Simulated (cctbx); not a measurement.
# LuMg14Sn: as given, inverted or twinned?

Space group Amm2 (no. 38), a = 10.4200 Å, b = 6.2550 Å, c = 11.3260 Å, α = 90.00°, β = 90.00°, γ = 90.00°.

```csv
atom,mult.,x,y,z,Ueq (Å²)
Lu1,2,1/2,0,0.1739,0.0117
Sn1,2,1/2,1/2,0.1614,0.0166
Mg1,4,0.7400,1/2,0.3240,0.0311
Mg2,4,0.7582,0,0.3285,0.0271
Mg3,8,0.7562,0.7543,0.0804,0.0321
Mg4,4,0,0.2443,0.4161,0.0192
Mg5,4,1/2,0.2451,0.4236,0.0277
Mg6,2,0,1/2,0.1674,0.0313
Mg7,2,0,0,0.1698,0.0127
```

The model was made for the exercise: a known structure type with other elements put in, its volume estimated, not relaxed; displacement parameters are assumed.

Data sets are simulated with cctbx and refined with Bijvoet mates kept apart; Flack x is then fitted as the share of an inverted twin with the atoms fixed, Hooft y from the Bijvoet differences. The group is acentric but holds improper operations, so there is an absolute structure (orientation) and no hand.

Untwinned crystal. What Flack and Hooft values should come out?

| λ (Å) | extinction (unmodelled) | d min (Å) | top counts | error (%) | model | R1 | Flack x | s.u. | Hooft y | s.u. | pairs |
| --- | --- | --- | --- | --- | --- | --- | --- | --- | --- | --- | --- |
| 0.71073 | 0 | 0.77 | 20000 | 3 | as given | 0.0120 | -0.007 | 0.007 | -0.008 | 0.009 | 459 |
| 0.71073 | 0 | 0.77 | 20000 | 3 | inverted | 0.0271 | 0.15 | 0.02 | 0.180 | 0.010 | 459 |
| 1.54184 | 0 | 0.83 | 20000 | 3 | as given | 0.0130 | -0.010 | 0.009 | -0.010 | 0.011 | 366 |

With Mo Kα, x is within 3 s.u. of 0, so the absolute structure is right. With Cu Kα, x is within 3 s.u. of 0, so the absolute structure is right. The inverted model doesn't give 1 − x: the structure is pseudo-centrosymmetric, and the refinement slid into another minimum.

[Logs are printed without paths, hosts, clocks, repeated set-up lines and the standing remarks that a program may print on its own settings, such as how far it seeks lower states.]
